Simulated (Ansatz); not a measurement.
# Mg2+ TFSI- in gamma-butyrolactone: a series in temperature

How do cells made at different temperatures differ in energy, pressure, forces, levels, charges and cost?

Computed with Ansatz 0.2.0: Kohn-Sham DFT, PBEsol, PAW (set soft_2). Every run is a single point, with the atoms held where the recipe put them (cutoff of the plane-wave runs 420 eV, fermi-dirac smearing of 0.025 eV).

First member: 4 gamma-butyrolactone, 2 Mg2+, 4 TFSI- placed at random, at 1.75 g/cm³; overlaps pushed apart, then 10 ps at 550 K with divalent ions of Li, Roberts, Chakravorty and Merz (J. Chem. Theory Comput. 9, 2733 (2013)); MMFF94 bonds, angles, torsions, charges and radii (Halgren, J. Comput. Chem. 17, 490 (1996)) in harmonic and 12-6 forms; charges of ions scaled by 0.8. Snapshot after 30 ps at 290 K and fixed volume.

Last member: 4 gamma-butyrolactone, 2 Mg2+, 4 TFSI- placed at random, at 1.5 g/cm³; overlaps pushed apart, then 10 ps at 550 K with divalent ions of Li, Roberts, Chakravorty and Merz (J. Chem. Theory Comput. 9, 2733 (2013)); MMFF94 bonds, angles, torsions, charges and radii (Halgren, J. Comput. Chem. 17, 490 (1996)) in harmonic and 12-6 forms; charges of ions scaled by 0.8. Snapshot after 30 ps at 470 K and fixed volume.

The members:

```tsv
temperature (K)	reduced formula	atoms	valence electrons	k-mesh	basis	density (g/cm³)
290	MgH12C12S4N2O12F12	110	520	1×1×1	plane waves	1.75
330	MgH12C12S4N2O12F12	110	520	1×1×1	plane waves	1.69
370	MgH12C12S4N2O12F12	110	520	1×1×1	plane waves	1.64
410	MgH12C12S4N2O12F12	110	520	1×1×1	plane waves	1.58
470	MgH12C12S4N2O12F12	110	520	1×1×1	plane waves	1.50
```

Each cell is one sample from a classical run, so sample-to-sample scatter enters every column; pressures lack the kinetic term, and hold the strain of bonds inside molecules, whose lengths the classical model set.

The input of the first member, without its atom lines; other members have their own cell and atoms, and may differ in mesh, basis and outputs:

```yaml
crystal:
  lattice:
    - [11.29094, 0.0, 0.0]
    - [0.0, 11.29094, 0.0]
    - [0.0, 0.0, 11.29094]
  atoms:
    [... 110 lines ...]
kpoints:
  mp_grid: { grid: [1, 1, 1] }
hamiltonian:
  xc: pbesol
scf:
  occupations: { method: fermi_dirac, width: 0.025 }
output:
  forces: true
  stress: true
  populations: true
  dos:
    method: { smearing: { sigma: 0.08 } }
    de: 0.1
    projected: { site_lists: { C: [C], F: [F], H: [H], Mg: [Mg], "N": ["N"] } }
  eigenvalues: true
  write_density: true
  write_potential: true
  volumetric_format: npy
```

Results; charges are mean Löwdin charges in e:

```tsv
temperature (K)	energy less the first member's (meV/atom)	pressure (GPa)	r.m.s. force (eV/Å)	gap (eV)	q(S)	q(N)	q(H)
290	0.0	0.536	1.03	4.15	+2.19	-0.85	+0.22
330	11.6	0.976	1.15	4.06	+2.19	-0.84	+0.22
370	24.6	1.28	1.23	4.44	+2.19	-0.83	+0.22
410	20.3	1.16	1.15	4.11	+2.20	-0.85	+0.22
470	30.8	1.45	1.26	3.23	+2.18	-0.83	+0.22
```

The gap is that between the highest filled and lowest empty Kohn-Sham level on the run's k-points, and semilocal functionals tend to put gaps under measured ones. The projection misses up to 0.070 e an atom, so the charges add up to more than the cell's charge.

Cost on 8 threads of Arm Neoverse V2, shared host:

```tsv
temperature (K)	atoms	basis	k-mesh	SCF cycles	time	host memory (GiB)
290	110	plane waves	1×1×1	11	11 s	1.9
330	110	plane waves	1×1×1	11	11 s	2.0
370	110	plane waves	1×1×1	10	11 s	2.0
410	110	plane waves	1×1×1	10	12 s	2.1
470	110	plane waves	1×1×1	10	12 s	2.1
```

Times include the outputs that each run asked for, on hosts shared with other jobs.

What the series shows: The energy against the first member is lowest at 290 K (0.0 meV/atom) and highest at 470 K (30.8 meV/atom), rising overall but not at every step; each member is a single configuration. The gap is lowest at 470 K (3.23 eV) and highest at 370 K (4.44 eV), with no steady trend; in single samples it varies with the configuration. The density spans 1.50 to 1.75 g/cm³, so the columns mix its effect with that of the temperature. The pressure is lowest at 290 K (0.54 GPa) and highest at 470 K (1.4 GPa), rising overall but not at every step; the recipes set unlike densities, and the bond lengths of the classical model enter the pressure too.

**Limits.** The network of contacts between molecules at the start is that of the classical potential that made the cell, and needn't be the one that DFT or experiment would give. The cells aren't relaxed by DFT, which could reorder their energies. The functional has no dispersion term, which matters between molecules.

[Logs are printed without paths, hosts, clocks, repeated set-up lines and the standing remarks that a program may print on its own settings, such as how far it seeks lower states.]

[Hosts, paths, dates, database ids (printed as entryN), source tags and the programs' standing remarks are cut or masked in the printed files.]

[The MMFF94 radii named for the starting cell were scaled by 0.96; in molecules described by MMFF94, hydrogen bound to N, O or S took a small fixed 12-6 site in their place.]
